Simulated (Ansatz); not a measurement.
# Decaying states in the gap of Ba2MgMoS3O3

Wanted: the relaxed cell of Ba2MgMoS3O3, its band edges and its decay constants. It is built by putting S for part of the O in the Ba2MgMoO6 structure of space group Fm-3m, with the volume rescaled by atomic radii. The parent structure comes from the Materials Project.

Program: Ansatz 0.2.0. Level of theory: PBE DFT, plane waves, PAW files, in the first sound run; inputs show where later runs differ. Results are calculated unless marked as measured.

The structure was built from a prototype and need not be the compound's stable phase.

### 1. Starting point

The structure is orthorhombic, space group Fmm2 (No. 42). The conventional cell has a = 8.604 Å, b = 8.604 Å, c = 8.604 Å, α = 90.00°, β = 90.00°, γ = 90.00°. Nearest to Ba lie 6 O at 3.04 Å and 6 S at 3.04 Å. Nearest to Mg lie 3 O at 2.25 Å and 3 S at 2.25 Å. Nearest to Mo lie 3 O at 2.05 Å and 3 S at 2.05 Å. Nearest to O lie 1 Mo at 2.05 Å and 1 Mg at 2.25 Å and 4 Ba at 3.04 Å. Nearest to S lie 1 Mo at 2.05 Å and 1 Mg at 2.25 Å and 4 Ba at 3.04 Å. Nearest to S lie 1 Mo at 2.05 Å and 1 Mg at 2.25 Å and 4 Ba at 3.04 Å. It derives from Ba2MgMoO6. S for part of the O in the Ba2MgMoO6 structure of space group Fm-3m. Farther neighbours and most contacts between anions are not listed.

### 2. Relaxing the new crystal

The substituted atoms don't fit the parent's cell, so cell and atoms relax together. A small smearing keeps the run stable in case the gap closes on the way.

Contents of input.yaml:

```yaml
crystal:
  lattice:
    - [0.0, 4.301976969, 4.301976969]
    - [4.301976969, 0.0, 4.301976969]
    - [4.301976969, 4.301976969, 0.0]
  atoms:
    - { symbol: Ba, position: [0.25, 0.25, 0.25] }
    - { symbol: Ba, position: [0.75, 0.75, 0.75] }
    - { symbol: Mg, position: [0.5, 0.5, 0.5] }
    - { symbol: Mo, position: [0.0, 0.0, 0.0] }
    - { symbol: O, position: [0.76127, 0.23873, 0.23873] }
    - { symbol: S, position: [0.23873, 0.76127, 0.76127] }
    - { symbol: S, position: [0.23873, 0.76127, 0.23873] }
    - { symbol: S, position: [0.76127, 0.23873, 0.76127] }
    - { symbol: O, position: [0.23873, 0.23873, 0.76127] }
    - { symbol: O, position: [0.76127, 0.76127, 0.23873] }
kpoints:
  mp_grid: { grid: [4, 4, 4] }
scf:
  occupations: { method: gaussian, width: 0.03 }
hamiltonian:
  xc: pbe
output:
  forces: true
  stress: true
relax:
  f_tol: 0.02
  max_steps: 60
  cell: {}
```

On the command line:

```
$ ansatz run input.yaml --threads 2 --pin off --max-ram 4096MiB --backend cpu --events-out ev --progress --plain --runs-dir out
```

Numbers of over 12 decimals in the logs are rounded to 6 here.

The program printed:

```text
Engine: ansatz 0.2.0, x86_64-unknown-linux-gnu
Pseudopotentials: kind: paw
Pseudopotential: Ba, paw, valence charge 10, recommended cutoff 420 eV (normal), Ba.paw.azcp
Pseudopotential: Mg, paw, valence charge 10, recommended cutoff 420 eV (normal), Mg.paw.azcp
Pseudopotential: Mo, paw, valence charge 14, recommended cutoff 420 eV (normal), Mo.paw.azcp
Pseudopotential: O, paw, valence charge 6, recommended cutoff 420 eV (normal), O.paw.azcp
Pseudopotential: S, paw, valence charge 6, recommended cutoff 420 eV (normal), S.paw.azcp
Functional definition: PBE
  parameter kappa = 0.804
  parameter beta = 0.066725
  exchange = pbe_x(kappa = kappa, mu = beta*pi^2/3)
  correlation = pbe_c(beta = beta)
Crystal: 10 atoms, lattice volume = 159.233 Å³
Basis set: ecut = 420 eV, 3119 PW (Γ), exchange–correlation on 90×90×90 points (8 copies of the dense FFT grid, shifted against one another)
Bands: 50, of which v1, the nominal top of the filled ones, is band 40 counted from 1 (39 counted from 0)
Symmetry: 4 space group operations
Space group: Fmm2 (ITA 42), of the structure as read, at distance tolerance 5.4e-5 Å
k-points: 18 of 64 (time reversal used)
Non-local potential: Ba, projectors of the file, l = 0: 3, l = 1: 2, l = 2: 2, l = 3: 2
Non-local potential: Mg, projectors of the file, l = 0: 3, l = 1: 2, l = 2: 1
Non-local potential: Mo, projectors of the file, l = 0: 3, l = 1: 2, l = 2: 2, l = 3: 1
Non-local potential: O, projectors of the file, l = 0: 2, l = 1: 2, l = 2: 1
Non-local potential: S, projectors of the file, l = 0: 2, l = 1: 2, l = 2: 2
PAW form: soft (Blöchl's): semilocal exchange-correlation on the pseudo side does not see the compensation charge
PAW one-centre angular grid: Ba, 194 points (default); XC on 64 Gauss nodes
PAW one-centre angular grid: Mg, 110 points (default); XC on 64 Gauss nodes
PAW one-centre angular grid: Mo, 590 points (default); XC on 64 Gauss nodes
PAW one-centre angular grid: O, 110 points (default); XC on 64 Gauss nodes
PAW one-centre angular grid: S, 110 points (default); XC on 64 Gauss nodes
Initial density: superposition of atomic densities (neutral atoms: chi_scale 0, normalization atom), corrected by the library's trained network
Initial wavefunctions: pseudopotential atomic-orbital guess
Functional: x = pbe(κ = 0.804, μ = 0.219515), c = pbe(β = 0.066725)
SCF iter   1: F=—  HF=-23193.138205 eV  |F-HF|=—  |Δ(HF+E_count)|=         —  Δρ=4.37e-3  dr2=4.44e-2  ethr=1.77e-3  ⟨swp⟩=8.9  Hψ=4512  notcnv=0  defer=10
preconditioner: auto → Resta (q_TF=auto, 2.433 Å⁻¹)  ε∞=5.3  [insulator: Δε(μ)=0.125 eV  Ē_g=10.973 eV  σ=0.030 eV  W_gap=1.00  n_scr=50 (ndim 8)  ℏωp=22.8 eV  f_vac=0.000  D(μ)=0.02/eV (n_scr^D=0)  ε∞_Penn≈5.3]
SCF iter   2: F=—  HF=-23193.128142 eV  |F-HF|=—  |Δ(HF+E_count)|=   1.01e-2  Δρ=1.98e-3  dr2=8.95e-3  ethr=5.55e-5  ⟨swp⟩=2.3  Hψ=1310  notcnv=0  defer=63
SCF iter   3: F=—  HF=-23193.127355 eV  |F-HF|=—  |Δ(HF+E_count)|=   7.87e-4  Δρ=6.02e-4  dr2=6.30e-4  ethr=1.12e-5  ⟨swp⟩=2.0  Hψ=1159  notcnv=0  defer=63
SCF iter   4: F=—  HF=-23193.127270 eV  |F-HF|=—  |Δ(HF+E_count)|=   8.50e-5  Δρ=1.40e-4  dr2=5.14e-5  ethr=7.87e-7  ⟨swp⟩=2.0  Hψ=1254  notcnv=0  defer=63
SCF iter   5: F=—  HF=-23193.127390 eV  |F-HF|=—  |Δ(HF+E_count)|=   1.21e-4  Δρ=4.18e-5  dr2=3.83e-6  ethr=6.42e-8  ⟨swp⟩=2.0  Hψ=1445  notcnv=0  defer=63
SCF iter   6: F=—  HF=-23193.127392 eV  |F-HF|=—  |Δ(HF+E_count)|=   1.29e-6  Δρ=1.18e-5  dr2=2.87e-7  ethr=4.78e-9  ⟨swp⟩=2.1  Hψ=1262  notcnv=0  defer=63
SCF iter   7: F=-23193.127392 eV  HF=-23193.127392 eV  |F-HF|=1.07e-9  |Δ(HF+E_count)|=   1.57e-7  Δρ=3.04e-6  dr2=1.67e-8  ethr=1.25e-10  ⟨swp⟩=4.1  Hψ=3134  notcnv=0
SCF 1 converged in 7 iterations: F = -23193.127392 eV  dr2 = 1.67e-8
  greatest PAW one-centre occupation: 1.000 electrons in one spin orbital (limit 2), on the Mg atom at site 2 (counted from 0), in its partial waves of l = 0
relax step   1: F+E_penalty+E_count = -23193.12739184 eV  Δ(F+E_penalty+E_count) = +0.000e0 eV  max|allowed force component| = 7.609e0 eV/Å  Δτ_max = 0.0000 Å  P = +24.348 GPa  Ω = 159.233 Å³  (7 SCF iters, dr2 threshold 1.00e-7 eV, accepted)
Crystal: 10 atoms, lattice volume = 171.781 Å³
Basis set: ecut = 420 eV, 3383 PW (Γ), exchange–correlation on 90×90×90 points (8 copies of the dense FFT grid, shifted against one another)
Initial density: handed on by an earlier stage of this run
Initial wavefunctions: those handed on with the density
iter 1 solved again at ethr=9.48e-4 eV; its pass at ethr=3.10e-3 eV (dr2=7.59e-1 eV) is discarded
SCF iter   1: F=—  HF=-23196.651968 eV  |F-HF|=—  |Δ(HF+E_count)|=         —  Δρ=1.75e-2  dr2=7.54e-1  ethr=9.48e-4  ⟨swp⟩=2.1  Hψ=5928  notcnv=0
preconditioner: auto → Resta (q_TF=auto, 2.402 Å⁻¹)  ε∞=5.3  [insulator: Δε(μ)=0.068 eV  Ē_g=10.626 eV  σ=0.030 eV  W_gap=0.88  n_scr=50 (ndim 8)  ℏωp=21.9 eV  f_vac=0.001  D(μ)=0.48/eV (n_scr^D=0)  ε∞_Penn≈5.3]
SCF iter   2: F=—  HF=-23196.539967 eV  |F-HF|=—  |Δ(HF+E_count)|=   1.12e-1  Δρ=7.86e-3  dr2=1.39e-1  ethr=9.42e-4  ⟨swp⟩=2.0  Hψ=1358  notcnv=0
SCF iter   3: F=—  HF=-23196.519266 eV  |F-HF|=—  |Δ(HF+E_count)|=   2.07e-2  Δρ=1.76e-3  dr2=5.97e-3  ethr=1.74e-4  ⟨swp⟩=3.2  Hψ=1601  notcnv=0  defer=1
SCF iter   4: F=—  HF=-23196.519537 eV  |F-HF|=—  |Δ(HF+E_count)|=   2.70e-4  Δρ=3.95e-4  dr2=3.31e-4  ethr=7.47e-6  ⟨swp⟩=2.2  Hψ=1641  notcnv=0  defer=4
SCF iter   5: F=—  HF=-23196.519694 eV  |F-HF|=—  |Δ(HF+E_count)|=   1.58e-4  Δρ=1.25e-4  dr2=3.09e-5  ethr=4.13e-7  ⟨swp⟩=2.0  Hψ=1532  notcnv=0  defer=4
SCF iter   6: F=—  HF=-23196.519701 eV  |F-HF|=—  |Δ(HF+E_count)|=   6.13e-6  Δρ=3.12e-5  dr2=1.92e-6  ethr=3.87e-8  ⟨swp⟩=2.1  Hψ=1565  notcnv=0  defer=4
SCF iter   7: F=-23196.519702 eV  HF=-23196.519701 eV  |F-HF|=3.43e-8  |Δ(HF+E_count)|=   9.44e-7  Δρ=8.60e-6  dr2=1.37e-7  ethr=1.25e-9  ⟨swp⟩=6.1  Hψ=3449  notcnv=0
SCF 2 converged in 7 iterations: F = -23196.519702 eV  dr2 = 1.37e-7
relax step   2: F+E_penalty+E_count = -23196.51970150 eV  Δ(F+E_penalty+E_count) = -3.392e0 eV  max|allowed force component| = 2.933e0 eV/Å  Δτ_max = 0.1089 Å  P = +6.761 GPa  Ω = 171.781 Å³  energy of the carried Pulay correction = -1.770e-2 eV  (7 SCF iters, dr2 threshold 1.00e-6 eV, accepted)
Crystal: 10 atoms, lattice volume = 177.940 Å³
Basis set: ecut = 420 eV, 3475 PW (Γ), exchange–correlation on 90×90×90 points (8 copies of the dense FFT grid, shifted against one another)
iter 1 solved again at ethr=7.58e-4 eV; its pass at ethr=3.10e-3 eV (dr2=6.06e-1 eV) is discarded
[...]
relax step  17: F+E_penalty+E_count = -23198.58339209 eV  Δ(F+E_penalty+E_count) = -4.917e-2 eV  max|allowed force component| = 7.797e-2 eV/Å  Δτ_max = 0.0455 Å  P = +0.027 GPa  Ω = 197.257 Å³  energy of the carried Pulay correction = -1.366e-2 eV  (10 SCF iters, accepted)
relax step  18: F+E_penalty+E_count = -23198.58525683 eV  Δ(F+E_penalty+E_count) = -1.865e-3 eV  max|allowed force component| = 7.139e-2 eV/Å  Δτ_max = 0.0096 Å  P = -0.103 GPa  Ω = 197.333 Å³  energy of the carried Pulay correction = -1.381e-2 eV  (6 SCF iters, dr2 threshold 3.80e-7 eV, accepted)
relax step  19: F+E_penalty+E_count = -23198.58560679 eV  Δ(F+E_penalty+E_count) = -3.500e-4 eV  max|allowed force component| = 1.624e-2 eV/Å  Δτ_max = 0.0062 Å  P = +0.009 GPa  Ω = 197.333 Å³  energy of the carried Pulay correction = -1.382e-2 eV  (6 SCF iters, dr2 threshold 3.19e-7 eV, accepted)
relax step  20: F+E_penalty+E_count = -23198.61785001 eV  Δ(F+E_penalty+E_count) = -3.224e-2 eV  max|allowed force component| = 1.758e-2 eV/Å  Δτ_max = 0.0000 Å  P = +0.141 GPa  Ω = 197.333 Å³  stress off target by 4.42e-1 GPa  SCF on the basis re-selected at this cell (its energy is not comparable with the rows above)  (7 SCF iters)
relax step  21: F+E_penalty+E_count = -23198.61836945 eV  Δ(F+E_penalty+E_count) = -5.194e-4 eV  max|allowed force component| = 7.472e-2 eV/Å  Δτ_max = 0.0210 Å  P = -0.149 GPa  Ω = 198.650 Å³  energy of the carried Pulay correction = -1.542e-3 eV  (6 SCF iters, dr2 threshold 4.87e-7 eV, accepted)
relax step  22: F+E_penalty+E_count = -23198.61930482 eV  Δ(F+E_penalty+E_count) = -9.354e-4 eV  max|allowed force component| = 2.469e-2 eV/Å  Δτ_max = 0.0036 Å  P = -0.012 GPa  Ω = 198.278 Å³  energy of the carried Pulay correction = -1.104e-3 eV  (6 SCF iters, dr2 threshold 3.49e-7 eV, accepted)
relax step  23: F+E_penalty+E_count = -23198.61936949 eV  Δ(F+E_penalty+E_count) = -6.467e-5 eV  max|allowed force component| = 3.807e-3 eV/Å  Δτ_max = 0.0016 Å  P = +0.009 GPa  Ω = 198.263 Å³  energy of the carried Pulay correction = -1.087e-3 eV  (6 SCF iters, dr2 threshold 3.81e-8 eV, accepted)
iter 1 solved again at ethr=2.36e-7 eV; its pass at ethr=3.10e-3 eV (dr2=1.89e-4 eV) is discarded
SCF iter   1: F=—  HF=-23198.620289 eV  |F-HF|=—  |Δ(HF+E_count)|=         —  Δρ=5.84e-5  dr2=4.42e-7  ethr=2.36e-7  ⟨swp⟩=3.2  Hψ=7176  notcnv=0
preconditioner: auto → Resta (q_TF=auto, 2.345 Å⁻¹)  ε∞=4.8  [insulator: Δε(μ)=0.725 eV  Ē_g=10.526 eV  σ=0.030 eV  W_gap=1.00  n_scr=42 (ndim 8)  ℏωp=20.4 eV  f_vac=0.001  D(μ)=0.00/eV (n_scr^D=0)  ε∞_Penn≈4.8]
SCF iter   2: F=—  HF=-23198.620440 eV  |F-HF|=—  |Δ(HF+E_count)|=   1.51e-4  Δρ=2.93e-5  dr2=9.62e-8  ethr=5.53e-10  ⟨swp⟩=3.2  Hψ=1635  notcnv=0
SCF iter   3: F=—  HF=-23198.620458 eV  |F-HF|=—  |Δ(HF+E_count)|=   1.81e-5  Δρ=2.80e-6  dr2=1.36e-9  ethr=1.20e-10  ⟨swp⟩=2.0  Hψ=1574  notcnv=0
iter 4 did not close the SCF: its close was put off for the readings that it lacked (scf_convergence_deferred on its scf_iter line)
SCF iter   4: F=-23198.620458 eV  HF=-23198.620458 eV  |F-HF|=1.20e-10  |Δ(HF+E_count)|=   1.36e-7  Δρ=2.55e-7  dr2=7.08e-11  ethr=1.70e-12  ⟨swp⟩=2.0  Hψ=1620  notcnv=0
iter 5 did not close the SCF: its close was put off for the readings that it lacked (scf_convergence_deferred on its scf_iter line)
SCF iter   5: F=-23198.620458 eV  HF=-23198.620458 eV  |F-HF|=1.09e-11  |Δ(HF+E_count)|=  1.24e-10  Δρ=5.12e-8  dr2=7.51e-12  ethr=1.00e-12  ⟨swp⟩=1.0  Hψ=900  notcnv=0
iter 6 did not close the SCF: its close was put off for the readings that it lacked (scf_convergence_deferred on its scf_iter line)
SCF iter   6: F=-23198.620458 eV  HF=-23198.620458 eV  |F-HF|=0.00e0  |Δ(HF+E_count)|=  1.09e-11  Δρ=1.56e-8  dr2=7.47e-13  ethr=1.00e-12  ⟨swp⟩=1.0  Hψ=900  notcnv=0
iter 7 did not close the SCF: its close was put off for the readings that it lacked (scf_convergence_deferred on its scf_iter line)
SCF iter   7: F=-23198.620458 eV  HF=-23198.620458 eV  |F-HF|=7.28e-12  |Δ(HF+E_count)|=  7.28e-12  Δρ=4.09e-9  dr2=5.84e-14  ethr=1.00e-12  ⟨swp⟩=1.0  Hψ=900  notcnv=0
SCF iter   8: F=-23198.620458 eV  HF=-23198.620458 eV  |F-HF|=0.00e0  |Δ(HF+E_count)|=  7.28e-12  Δρ=1.21e-9  dr2=3.78e-15  ethr=1.00e-12  ⟨swp⟩=3.2  Hψ=2089  notcnv=0
SCF 24 converged in 8 iterations: F = -23198.620458 eV  dr2 = 3.78e-15
relax step  24: F+E_penalty+E_count = -23198.62045819 eV  Δ(F+E_penalty+E_count) = -1.089e-3 eV  max|allowed force component| = 3.730e-3 eV/Å  Δτ_max = 0.0000 Å  P = +0.011 GPa  Ω = 198.263 Å³  stress off target by 2.82e-2 GPa  SCF on the basis re-selected at this cell (its energy is not comparable with the rows above)  (8 SCF iters)
basis re-selected at this cell: Δ(F+E_penalty+E_count) = -1.089e-3 eV, ΔP = +0.002 GPa vs the last step (what re-selecting the basis moved, of the pressure what is left beyond the Pulay correction that the steps carried, after the strain that the cell walked since its last selection, with what the two solves' SCF thresholds leave and, on support functions, any second-order correction that the steps lacked; it is no m [...]
SCF converged after 8 iterations
Free energy (F): -23198.620458 eV
Harris-Foulkes:  -23198.620458 eV  (|F-HF|=0.00e0)
Internal energy: -23198.620458 eV  (E = F + TS)
E sigma→0 (E₀):  -23198.620458 eV
Fermi energy:    8.136274 eV
--- Per-component energies (eV) ---
  E_band       = -642.369123
  E_kinetic    = 1697.123838
  E_local      = -5514.012730  (includes V_loc(G=0)·N_el)
  E_nonlocal   = 576.649238
  E_hartree    = 2022.750552
  E_xc         = -1064.106422
  E_vxc        = -1085.791558  (∫ρ·V_xc dr)
  E_paw        = -16217.626875  (= ΣΔE_a)
  E_vpaw       = -361.846237  (= ΣTr[D̂ρ^β])
  E_aug_tail   = 0.007222  (compensation charges beyond the density's cutoff)
  E_ewald      = -4699.405281
  E_smearing   = -0.000000  (= −TS)
  E_closure    = 0.000000  (closes the sum)
  Σ components = -23198.620458   (vs F -23198.620458, Δ=0.00e0)
--- Forces (eV/Å), atoms counted from 1 ---
  atom   1  Ba     0.00003523     0.00000000     0.00000000
  atom   2  Ba     0.00003523    -0.00000000     0.00000000
  atom   3  Mg     0.00153819     0.00000000     0.00000000
  atom   4  Mo     0.00217023     0.00000000     0.00000000
  atom   5  O      0.00337928     0.00000000     0.00000000
  atom   6  S     -0.00372997     0.00000000     0.00000000
  atom   7  S      0.00013557     0.00102610     0.00000000
  atom   8  S      0.00013557    -0.00102610     0.00000000
  atom   9  O     -0.00184969     0.00000000     0.00248561
  atom  10  O     -0.00184969     0.00000000    -0.00248561
  max |Σ_I F_I| component: 3.38e-8 eV/Å
--- Stress (GPa, compression-positive) ---
        0.028204       0.000000       0.000000
        0.000000       0.009109       0.000000
        0.000000       0.000000      -0.003207
  P = ⅓ Tr σ = 0.0114 GPa (0.114 kbar)
--- Relaxed structure (21 steps of the walk, 19 accepted, 3 SCFs on fresh bases) ---
  F+E_penalty+E_count = -23198.62045819 eV   max|allowed force component| = 3.730e-3 eV/Å   (the final SCF, on the basis selected at the relaxed cell)
  cell:  # Å, volume = 198.2627 Å³
    - [0.0, 4.960305, 3.930940]
    - [5.084008, 0.0, 3.930940]
    - [5.084008, 4.960305, 0.0]
  atoms:
    - { symbol: Ba, position: [0.247749, 0.252251, 0.252251] }
    - { symbol: Ba, position: [0.747749, 0.752251, 0.752251] }
    - { symbol: Mg, position: [0.480319, 0.519681, 0.519681] }
    - { symbol: Mo, position: [-0.025323, 0.025323, 0.025323] }
    - { symbol: O, position: [0.797257, 0.202743, 0.202743] }
    - { symbol: S, position: [0.243259, 0.756741, 0.756741] }
    - { symbol: S, position: [0.248947, 0.751053, 0.244047] }
    - { symbol: S, position: [0.755953, 0.244047, 0.751053] }
    - { symbol: O, position: [0.235715, 0.231625, 0.764285] }
    - { symbol: O, position: [0.768375, 0.764285, 0.231625] }
```

Elapsed: 92 s, on 2 threads of Intel Xeon 6975P-C (Granite Rapids), shared host; peak memory 0.61 GiB.

The steps of the relaxation (22 of 24):

```csv
step,energy less that of the first step (eV),largest force component (eV/Å),pressure (GPa),volume (Å³)
1,0.0000,7.6090,24.35,159.23
2,-3.3923,2.9332,6.76,171.78
3,-4.8521,0.6945,5.77,177.94
4,-5.0918,0.8370,0.51,188.43
5,-5.1368,0.3777,-0.21,189.02
6,-5.1633,0.2025,-0.07,187.91
8,-5.1703,0.0364,-0.01,187.70
9,-5.1707,0.0295,0.01,187.70
10,-5.1710,0.0225,0.00,187.79
11,-5.1712,0.0106,0.02,187.79
12*,-5.3382,0.0121,1.12,187.79
13,-5.3477,0.0731,1.01,188.31
14,-5.3927,0.4932,-0.40,192.88
15,-5.4068,0.7732,0.96,197.19
16,-5.3460,0.7501,-0.29,199.95
17,-5.4560,0.0780,0.03,197.26
19,-5.4582,0.0162,0.01,197.33
20*,-5.4905,0.0176,0.14,197.33
21,-5.4910,0.0747,-0.15,198.65
22,-5.4919,0.0247,-0.01,198.28
23,-5.4920,0.0038,0.01,198.26
24*,-5.4931,0.0037,0.01,198.26
```

Relaxation steps marked * repeat the geometry before them on a plane-wave basis chosen anew for their cell, so energy and pressure can jump there. Other such steps can lie between the rows shown. Relaxation steps 7, 16 were tried and not accepted.

The run keeps the 4 symmetry operations that it works with, so distortions that break them were not tested.

```csv
cell as run,before,after,change
a (Å),6.084,6.329,+4.0 %
b (Å),6.084,6.426,+5.6 %
c (Å),6.084,7.103,+16.7 %
α (°),60.00,55.51,-7.5 %
β (°),60.00,56.82,-5.3 %
γ (°),60.00,67.67,+12.8 %
volume (Å³/atom),15.92,19.83,+24.5 %
```

The atoms that moved most (Å, as changes of fractional coordinates times the final cell):

```csv
atom,dx,dy,dz,length
O5,-0.366,0.000,0.000,0.366
Mo4,0.257,0.000,0.000,0.257
Mg3,0.200,0.000,0.000,0.200
S8,-0.025,-0.077,0.000,0.081
S7,-0.025,0.077,0.000,0.081
S6,-0.046,0.000,0.000,0.046
O9,-0.021,0.000,-0.040,0.045
O10,-0.021,0.000,0.040,0.045
```

Final coordinates:

```cif
data_structure
_symmetry_space_group_name_H-M 'P 1'
_symmetry_Int_Tables_number 1
_cell_length_a 6.3291
_cell_length_b 6.4265
_cell_length_c 7.1029
_cell_angle_alpha 55.511
_cell_angle_beta 56.817
_cell_angle_gamma 67.672
_cell_volume 198.26
loop_
_atom_site_label
_atom_site_type_symbol
_atom_site_fract_x
_atom_site_fract_y
_atom_site_fract_z
_atom_site_occupancy
Ba1 Ba 0.24775 0.25225 0.25225 1
Ba2 Ba 0.74775 0.75225 0.75225 1
Mg3 Mg 0.48032 0.51968 0.51968 1
Mo4 Mo 0.97468 0.02532 0.02532 1
O5 O 0.79726 0.20274 0.20274 1
S6 S 0.24326 0.75674 0.75674 1
S7 S 0.24895 0.75105 0.24405 1
S8 S 0.75595 0.24405 0.75105 1
O9 O 0.23571 0.23162 0.76429 1
O10 O 0.76838 0.76429 0.23162 1
```

This step gave:

```
free energy  : -23198.6205 eV
Fermi energy : 8.136 eV
pressure     : 0.01137 GPa
```

The largest force component on a free atom ends at 0.0037 eV/Å.

(Part 1 of 3 ends here.)

[Logs are printed without paths, hosts, clocks, repeated set-up lines and the standing remarks that a program may print on its own settings, such as how far it seeks lower states.]

[Hosts, paths, dates, database ids (printed as entryN), source tags and the programs' standing remarks are cut or masked in the printed files.]
